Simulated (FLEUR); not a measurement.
# Collinear magnetic orders of Mn3InC with FLEUR, part 2 of 3

A self-consistent run ends on one state, which hangs on the start. Several orders of Mn3InC are started in FLEUR and their energies compared.

FLEUR MaX-R8.1; LDA (VWN); all-electron FLAPW, Dirac cores, scalar-relativistic bands.

So far, largest spin moment in the muffin-tin sphere (μB): step 2 (start 1: ferro +++) 1.74.

## (3) Run 2 (ferri ++-)

Another pattern of signs weighs the neighbour shells otherwise.

Contents of inp.xml:

```
<?xml version="1.0" encoding="UTF-8" standalone="no"?>
<fleurInput fleurInputVersion="0.39">
   <comment>
      Mn3InC
   </comment>
   <calculationSetup>
      <cutoffs Kmax="4.4" Gmax="13.2" GmaxXC="13.2" numbands="0"/>
      <scfLoop itmax="90" minDistance="0.00002" maxIterBroyd="15" imix="Anderson" alpha="0.05" precondParam="0.0" spinf="2.0" sdNocoIR="T"/>
      <coreElectrons ctail="T" frcor="F" kcrel="0" coretail_lmax="0"/>
      <xcFunctional name="vwn" relativisticCorrections="F"/>
      <magnetism jspins="2"/>
      <soc l_soc="F" theta="0.0" phi="0.0" spav="F"/>
      <expertModes spex="0" secvar="F"/>
      <geometryOptimization l_f="F" forcealpha="1.0" forcemix="BFGS" epsdisp="0.00001" epsforce="0.00001"/>
      <ldaU l_linMix="F" mixParam="0.05" spinf="1.0"/>
   </calculationSetup>
   <cell>
      <bzIntegration valenceElectrons="62.0" mode="hist" fermiSmearingEnergy="0.00293995">
         <kPointListSelection listName="default-1"/>
         <xi:include xmlns:xi="http://www.w3.org/2001/XInclude" href="kpts.xml"> </xi:include>
      </bzIntegration>
      <xi:include xmlns:xi="http://www.w3.org/2001/XInclude" href="sym.xml"> </xi:include>
      <bulkLattice scale="1.0">
         <bravaisMatrix>
            <row-1>    7.4618954077936586     0.0000000000000000     0.0000000000000000</row-1>
            <row-2>    0.0000000000000000     7.4618954077936586     0.0000000000000000</row-2>
            <row-3>    0.0000000000000000     0.0000000000000000     7.4618954077936586</row-3>
         </bravaisMatrix>
      </bulkLattice>
   </cell>
   <atomSpecies>
      <species name="Manganese 3.502" element="Mn" atomicNumber="25">
         <mtSphere radius="2.32" gridPoints="767" logIncrement="0.016"/>
         <atomicCutoffs lmax="8" lnonsphr="6"/>
         <electronConfig flipSpins="F">
            <coreConfig>(1s1/2) (2s1/2) (2p1/2) (2p3/2)</coreConfig>
            <valenceConfig>(3s1/2) (3p1/2) (3p3/2) (4s1/2) (3d3/2) (3d5/2)</valenceConfig>
            <stateOccupation state="(3d3/2)" spinUp="1.251" spinDown="0.749"/>
            <stateOccupation state="(3d5/2)" spinUp="3.0" spinDown="0.0"/>
         </electronConfig>
         <energyParameters s="4" p="4" d="3" f="4"/>
         <lo type="SCLO" l="0" n="3" eDeriv="0"/>
         <lo type="SCLO" l="1" n="3" eDeriv="0"/>
      </species>
      <species name="Manganese -3.502" element="Mn" atomicNumber="25">
         <mtSphere radius="2.32" gridPoints="767" logIncrement="0.016"/>
         <atomicCutoffs lmax="8" lnonsphr="6"/>
         <electronConfig flipSpins="F">
            <coreConfig>(1s1/2) (2s1/2) (2p1/2) (2p3/2)</coreConfig>
            <valenceConfig>(3s1/2) (3p1/2) (3p3/2) (4s1/2) (3d3/2) (3d5/2)</valenceConfig>
            <stateOccupation state="(3d3/2)" spinUp="0.749" spinDown="1.251"/>
            <stateOccupation state="(3d5/2)" spinUp="0.0" spinDown="3.0"/>
         </electronConfig>
         <energyParameters s="4" p="4" d="3" f="4"/>
         <lo type="SCLO" l="0" n="3" eDeriv="0"/>
         <lo type="SCLO" l="1" n="3" eDeriv="0"/>
      </species>
      <species name="Indium (In)" element="In" atomicNumber="49">
         <mtSphere radius="2.8" gridPoints="925" logIncrement="0.014"/>
         <atomicCutoffs lmax="10" lnonsphr="8"/>
         <electronConfig flipSpins="F">
            <coreConfig>(1s1/2) (2s1/2) (2p1/2) (2p3/2) (3s1/2) (3p1/2) (3p3/2) (4s1/2) (3d3/2) (3d5/2) (4p1/2) (4p3/2)</coreConfig>
            <valenceConfig>(5s1/2) (4d3/2) (4d5/2) (5p1/2) (5p3/2)</valenceConfig>
            <stateOccupation state="(5p1/2)" spinUp="0.166667" spinDown="0.166667"/>
            <stateOccupation state="(5p3/2)" spinUp="0.333333" spinDown="0.333333"/>
         </electronConfig>
         <energyParameters s="5" p="5" d="5" f="4"/>
         <lo type="SCLO" l="2" n="4" eDeriv="0"/>
      </species>
      <species name="Carbon (C)" element="C" atomicNumber="6">
         <mtSphere radius="1.31" gridPoints="433" logIncrement="0.023"/>
         <atomicCutoffs lmax="6" lnonsphr="4"/>
         <electronConfig flipSpins="F">
            <coreConfig>(1s1/2)</coreConfig>
            <valenceConfig>(2s1/2) (2p1/2) (2p3/2)</valenceConfig>
            <stateOccupation state="(2p1/2)" spinUp="0.333333" spinDown="0.333333"/>
            <stateOccupation state="(2p3/2)" spinUp="0.666667" spinDown="0.666667"/>
         </electronConfig>
         <energyParameters s="2" p="2" d="3" f="4"/>
      </species>
   </atomSpecies>
   <atomGroups>
      <atomGroup species="Manganese 3.502">
         <relPos label="                   1">1.000/2.000 .0000000000 .0000000000</relPos>
         <relPos label="                   2">.0000000000 .0000000000 1.000/2.000</relPos>
         <force calculate="T" relaxXYZ="TTT"/>
      </atomGroup>
      <atomGroup species="Manganese -3.502">
         <relPos label="                   3">.0000000000 1.000/2.000 .0000000000</relPos>
         <force calculate="T" relaxXYZ="TTT"/>
      </atomGroup>
      <atomGroup species="Indium (In)">
         <relPos label="                   4">1.000/2.000 1.000/2.000 1.000/2.000</relPos>
         <force calculate="T" relaxXYZ="TTT"/>
      </atomGroup>
      <atomGroup species="Carbon (C)">
         <relPos label="                   5">.0000000000 .0000000000 .0000000000</relPos>
         <force calculate="T" relaxXYZ="TTT"/>
      </atomGroup>
   </atomGroups>
   <output dos="F" band="F" slice="F">
      <bandDOS minEnergy="-.5*Htr" maxEnergy="0.5*Htr" sigma="0.015" storeEVData="T"/>
      <plotting iplot="0" polar="F">
         <plot TwoD="T" vec1="  1.0  0.0  0.0" vec2="  0.0  1.0  0.0" vec3="  0.0  0.0  1.0" zero="  0.0  0.0  0.0" file="plot"/>
      </plotting>
      <moessbauerParams electricFieldGradient="F" isomerShift="F" coreHyperfine="F" valenceHyperfine="F"/>
   </output>
</fleurInput>
```

Contents of crystal.txt:

```
Mn3InC
&input film=F cartesian=F /
3.94866500000  0.00000000000  0.00000000000
0.00000000000  3.94866500000  0.00000000000
0.00000000000  0.00000000000  3.94866500000
1.8897261246
1.0 1.0 1.0

5
25 0.50000000000  0.00000000000  0.00000000000 : 3.502
25 0.00000000000  0.00000000000  0.50000000000 : 3.502
25 0.00000000000  0.50000000000  0.00000000000 : -3.502
49 0.50000000000  0.50000000000  0.50000000000
6 0.00000000000  0.00000000000  0.00000000000

&kpt div1=8 div2=8 div3=8 gamma=T /
```

Run with:

```bash
> OMP_NUM_THREADS=1 inpgen -f crystal.txt > inpgen.log  # inp.xml is then edited as shown
> OMP_NUM_THREADS=1 mpirun -n 4 fleur_MPI > fleur.log
```

The program printed:

```text
[banner, memory and clock lines left out]
Welcome to FLEUR        (www.flapw.de)
      MaX-Release 8.1          (www.max-centre.eu)

 ========== k-point set info ==========
 Selected k-point list: default-1
 k-point list type: mesh
 0 x 0 x 0
 Number of k points: 76

 ------------Calculation Setup---------------------------
 Number of PE/node        :            4
 Number of OMP-threads    :            1
 k-points in parallel     :            4
 pe's per k-point         :            1
 No of k-point loops      :           19
 Eigenvalue solver        :       lapack
 Number of basis functions:          674
 Approximate size of matrices (H+S) per k-point:         0.007 GB
Nuclear radius smaller than smallest radial mesh point for atom type 4 -- skipping its core isomer shift
 Iteration:     1   Distance:      21.49968457 me/bohr^3
Nuclear radius smaller than smallest radial mesh point for atom type 4 -- skipping its core isomer shift
 Iteration:     2   Distance:      17.92762642 me/bohr^3
Nuclear radius smaller than smallest radial mesh point for atom type 4 -- skipping its core isomer shift
 Iteration:     3   Distance:      12.90028671 me/bohr^3
Nuclear radius smaller than smallest radial mesh point for atom type 4 -- skipping its core isomer shift
 Iteration:     4   Distance:      12.71809826 me/bohr^3
Nuclear radius smaller than smallest radial mesh point for atom type 4 -- skipping its core isomer shift
 Iteration:     5   Distance:      11.29702602 me/bohr^3
Nuclear radius smaller than smallest radial mesh point for atom type 4 -- skipping its core isomer shift
 Iteration:     6   Distance:      10.88914123 me/bohr^3
Nuclear radius smaller than smallest radial mesh point for atom type 4 -- skipping its core isomer shift
 Iteration:     7   Distance:       8.62971304 me/bohr^3
Nuclear radius smaller than smallest radial mesh point for atom type 4 -- skipping its core isomer shift
 Iteration:     8   Distance:       7.10139215 me/bohr^3
Nuclear radius smaller than smallest radial mesh point for atom type 4 -- skipping its core isomer shift
 Iteration:     9   Distance:       5.98364574 me/bohr^3
Nuclear radius smaller than smallest radial mesh point for atom type 4 -- skipping its core isomer shift
 Iteration:    10   Distance:       4.57261847 me/bohr^3
Nuclear radius smaller than smallest radial mesh point for atom type 4 -- skipping its core isomer shift
[... 22 iterations left out ...]
 Iteration:    33   Distance:       0.00241276 me/bohr^3
Nuclear radius smaller than smallest radial mesh point for atom type 4 -- skipping its core isomer shift
 Iteration:    34   Distance:       0.00196796 me/bohr^3
Nuclear radius smaller than smallest radial mesh point for atom type 4 -- skipping its core isomer shift
 Iteration:    35   Distance:       0.00166607 me/bohr^3
Nuclear radius smaller than smallest radial mesh point for atom type 4 -- skipping its core isomer shift
 Iteration:    36   Distance:       0.00089036 me/bohr^3
Nuclear radius smaller than smallest radial mesh point for atom type 4 -- skipping its core isomer shift
 Iteration:    37   Distance:       0.00054840 me/bohr^3
Nuclear radius smaller than smallest radial mesh point for atom type 4 -- skipping its core isomer shift
 Iteration:    38   Distance:       0.00019754 me/bohr^3
Nuclear radius smaller than smallest radial mesh point for atom type 4 -- skipping its core isomer shift
 Iteration:    39   Distance:       0.00016735 me/bohr^3
Nuclear radius smaller than smallest radial mesh point for atom type 4 -- skipping its core isomer shift
 Iteration:    40   Distance:       0.00014001 me/bohr^3
Nuclear radius smaller than smallest radial mesh point for atom type 4 -- skipping its core isomer shift
 Iteration:    41   Distance:       0.00005780 me/bohr^3
Nuclear radius smaller than smallest radial mesh point for atom type 4 -- skipping its core isomer shift
 Iteration:    42   Distance:       0.00001749 me/bohr^3

 ********************************************************************
 Run finished successfully
 Stop message:
   all done
 ********************************************************************

--- out.xml (last complete iteration) ---
<iteration numberForCurrentRun="   42" overallNumber="   42">
         [... left out ...]
         <bandgap value="0.0049267165" units="eV"/>
         <sumValenceSingleParticleEnergies value="-31.3932280769" units="Htr"/>
         <FermiEnergy value="0.4192413738" units="Htr"/>
         <valenceDensity>
            <mtCharges spin="1">
               <mtCharge atomType="1" total="7.6671097" s="1.1590876" p="3.1966271" d="3.2875328" f="0.0182504"/>
               <mtCharge atomType="2" total="5.8571805" s="1.1417670" p="3.1838824" d="1.5067241" f="0.0186590"/>
               <mtCharge atomType="3" total="6.1036528" s="0.4954443" p="0.5479545" d="5.0143457" f="0.0342245"/>
               <mtCharge atomType="4" total="0.9153806" s="0.3244319" p="0.5824101" d="0.0077871" f="0.0006733"/>
            </mtCharges>
            <mtCharges spin="2">
               <mtCharge atomType="1" total="6.2606587" s="1.1457181" p="3.1868070" d="1.9034013" f="0.0186950"/>
               <mtCharge atomType="2" total="8.0529134" s="1.1676729" p="3.2041891" d="3.6571440" f="0.0183672"/>
               <mtCharge atomType="3" total="6.1273616" s="0.5037033" p="0.5716589" d="5.0086480" f="0.0326849"/>
               <mtCharge atomType="4" total="0.9293267" s="0.3260449" p="0.5948684" d="0.0076689" f="0.0006706"/>
            </mtCharges>
            <spinDependentCharge spin="1" total="31.2878237" interstitial="3.0773905" mtSpheres="28.2104332"/>
            <spinDependentCharge spin="2" total="30.7121763" interstitial="3.0812572" mtSpheres="27.6309190"/>
            <totalCharge value="62.0000000000"/>
         </valenceDensity>
         [... left out ...]
         <magneticMomentsInMTSpheres units="muBohr">
            <globalMagMoment atomType="1" vec="0.00000   0.00000   1.40645"/>
            <localMagMoment atomType="1" vec="0.00000   0.00000   1.40645"/>
            <globalMagMoment atomType="2" vec="0.00000   0.00000  -2.19573"/>
            <localMagMoment atomType="2" vec="0.00000   0.00000  -2.19573"/>
            <globalMagMoment atomType="3" vec="0.00000   0.00000  -0.02371"/>
            <localMagMoment atomType="3" vec="0.00000   0.00000  -0.02371"/>
            <globalMagMoment atomType="4" vec="0.00000   0.00000  -0.01395"/>
            <localMagMoment atomType="4" vec="0.00000   0.00000  -0.01395"/>
         </magneticMomentsInMTSpheres>
         [... left out ...]
         <totalEnergy value="    -9385.6214353747" units="Htr">
            <sumOfEigenvalues value="    -5551.9097901889">
               <coreElectrons value="-5520.5165621120"/>
               <valenceElectrons value="-31.3932280769"/>
            </sumOfEigenvalues>
            <densityCoulombPotentialIntegral value="-14864.2128394974"/>
            <densityEffectivePotentialIntegral value="-15275.4268890901"/>
            <chargeDenXCDenIntegral value="-310.4354228626"/>
            <FockExchangeEnergyValence value="0.0000000000"/>
            <FockExchangeEnergyCore value="0.0000000000"/>
         [... left out ...]
            <tkbTimesEntropy value="0.0040110303"/>
            <freeEnergy value="-9385.6254464050"/>
            <extrapolationTo0K value="-9385.6234408899"/>
         </totalEnergy>
         <densityConvergence units="me/bohr^3">
            <chargeDensity spin="1" distance="0.0000114182"/>
            <chargeDensity spin="2" distance="0.0000101946"/>
            <overallChargeDensity distance="0.0000127557"/>
            <spinDensity distance="0.0000174901"/>
         </densityConvergence>
      </iteration>
```

Run time: 5.7 min. Hardware: 4 MPI ranks of Arm Neoverse V1, shared host; peak memory 0.39 GiB.

Spin moment in the muffin-tin sphere by atom:

```
atom  spin moment in the muffin-tin sphere (μB)
 Mn1                                       1.41
 Mn2                                       1.41
 Mn3                                      -2.20
 In4                                      -0.02
  C5                                      -0.01
```

This step gave:

```yaml
free_energy: -255395.8792 eV
program_s_band_gap_on_this_mesh_in_a_metal_only_a_level_spacing: 0.004927 eV
magnetization: 0.5756 μB
final_state: ferrimagnetic
```

It lies 47.5 meV a seeded atom over the first start, and its largest moment is 2.20 μB against 1.74 μB.

## (4) Start 3: no spin polarisation

Without spin polarisation no moment can form, so the difference from the other runs is what forming moments gains.

inp.xml: that of step 3 with these lines changed.

```diff
@@ -10,3 +10,3 @@
       <xcFunctional name="vwn" relativisticCorrections="F"/>
-      <magnetism jspins="2"/>
+      <magnetism jspins="1"/>
       <soc l_soc="F" theta="0.0" phi="0.0" spav="F"/>
@@ -31,3 +31,3 @@
    <atomSpecies>
-      <species name="Manganese 3.502" element="Mn" atomicNumber="25">
+      <species name="Manganese (Mn)" element="Mn" atomicNumber="25">
          <mtSphere radius="2.32" gridPoints="767" logIncrement="0.016"/>
@@ -37,17 +37,4 @@
             <valenceConfig>(3s1/2) (3p1/2) (3p3/2) (4s1/2) (3d3/2) (3d5/2)</valenceConfig>
-            <stateOccupation state="(3d3/2)" spinUp="1.251" spinDown="0.749"/>
-            <stateOccupation state="(3d5/2)" spinUp="3.0" spinDown="0.0"/>
-         </electronConfig>
-         <energyParameters s="4" p="4" d="3" f="4"/>
-         <lo type="SCLO" l="0" n="3" eDeriv="0"/>
-         <lo type="SCLO" l="1" n="3" eDeriv="0"/>
-      </species>
-      <species name="Manganese -3.502" element="Mn" atomicNumber="25">
-         <mtSphere radius="2.32" gridPoints="767" logIncrement="0.016"/>
-         <atomicCutoffs lmax="8" lnonsphr="6"/>
-         <electronConfig flipSpins="F">
-            <coreConfig>(1s1/2) (2s1/2) (2p1/2) (2p3/2)</coreConfig>
-            <valenceConfig>(3s1/2) (3p1/2) (3p3/2) (4s1/2) (3d3/2) (3d5/2)</valenceConfig>
-            <stateOccupation state="(3d3/2)" spinUp="0.749" spinDown="1.251"/>
-            <stateOccupation state="(3d5/2)" spinUp="0.0" spinDown="3.0"/>
+            <stateOccupation state="(3d3/2)" spinUp="1.000000" spinDown="1.000000"/>
+            <stateOccupation state="(3d5/2)" spinUp="1.500000" spinDown="1.500000"/>
          </electronConfig>
@@ -82,8 +69,5 @@
    <atomGroups>
-      <atomGroup species="Manganese 3.502">
+      <atomGroup species="Manganese (Mn)">
          <relPos label="                   1">1.000/2.000 .0000000000 .0000000000</relPos>
          <relPos label="                   2">.0000000000 .0000000000 1.000/2.000</relPos>
-         <force calculate="T" relaxXYZ="TTT"/>
-      </atomGroup>
-      <atomGroup species="Manganese -3.502">
          <relPos label="                   3">.0000000000 1.000/2.000 .0000000000</relPos>
```

Contents of crystal.txt:

```
Mn3InC
&input film=F cartesian=F /
3.94866500000  0.00000000000  0.00000000000
0.00000000000  3.94866500000  0.00000000000
0.00000000000  0.00000000000  3.94866500000
1.8897261246
1.0 1.0 1.0

5
25 0.50000000000  0.00000000000  0.00000000000
25 0.00000000000  0.00000000000  0.50000000000
25 0.00000000000  0.50000000000  0.00000000000
49 0.50000000000  0.50000000000  0.50000000000
6 0.00000000000  0.00000000000  0.00000000000

&kpt div1=8 div2=8 div3=8 gamma=T /
```

The program printed:

```text
[banner, memory and clock lines left out]
Welcome to FLEUR        (www.flapw.de)
      MaX-Release 8.1          (www.max-centre.eu)

 ========== k-point set info ==========
 Selected k-point list: default-1
 k-point list type: mesh
 0 x 0 x 0
 Number of k points: 36

 [... set-up left out ...]
 Iteration:     1   Distance:      20.88157656 me/bohr^3
Nuclear radius smaller than smallest radial mesh point for atom type 3 -- skipping its core isomer shift
 Iteration:     2   Distance:      17.58608171 me/bohr^3
[...]
<FermiEnergy value="0.4112260349" units="Htr"/>
         [... left out ...]
         <totalEnergy value="    -9385.6055388227" units="Htr">
            <sumOfEigenvalues value="    -5552.4687945594">
               <coreElectrons value="-5520.8978710598"/>
               <valenceElectrons value="-31.5709234996"/>
            </sumOfEigenvalues>
         [... left out ...]
            <freeEnergy value="-9385.6136946257"/>
            <extrapolationTo0K value="-9385.6096167242"/>
         </totalEnergy>
         <densityConvergence units="me/bohr^3">
            <chargeDensity spin="1" distance="0.0000100103"/>
         </densityConvergence>
      </iteration>
```

Wall time 39 s (4 MPI ranks); peak memory 0.25 GiB.

Numbers from this step:

| Quantity | Value |
| --- | --- |
| free energy | -255395.5594 eV |
| program's band gap on this mesh (in a metal only a level spacing) | 0.003275 eV |
| final state | non-magnetic (no spin polarisation) |

It lies 154 meV a seeded atom over the first start.

## (5) Ranking

Free energies are divided by the number of seeded atoms.

Orders:

```
               start                                  final state  typed order kept  energy over the lowest (meV a seeded atom)  largest sphere moment (μB)  net moment (μB a primitive cell)  mesh matched  CPU time (s)
           ferro +++  ferromagnetic, with opposed induced moments               yes                                           0                       1.735                             5.072           yes         567.6
           ferri ++-                                ferrimagnetic               yes                                       47.51                       2.196                            0.5756           yes          1362
no spin polarisation                                 non-magnetic                 -                                       154.1                           0                                 0           yes         155.2
```

(Part 2 of 3 ends here.)

[Logs and program files are shortened in this print: banners, set-up blocks, solver, clock and traceback lines can be left out without a mark of their own.]

[Logs are printed without paths, hosts, clocks, repeated set-up lines and the standing remarks that a program may print on its own settings, such as how far it seeks lower states.]

[Hosts, paths, dates, database ids (printed as entryN), source tags and the programs' standing remarks are cut or masked in the printed files.]

[Where a cell is said to come from a database of computed structures, the database is the Materials Project.]
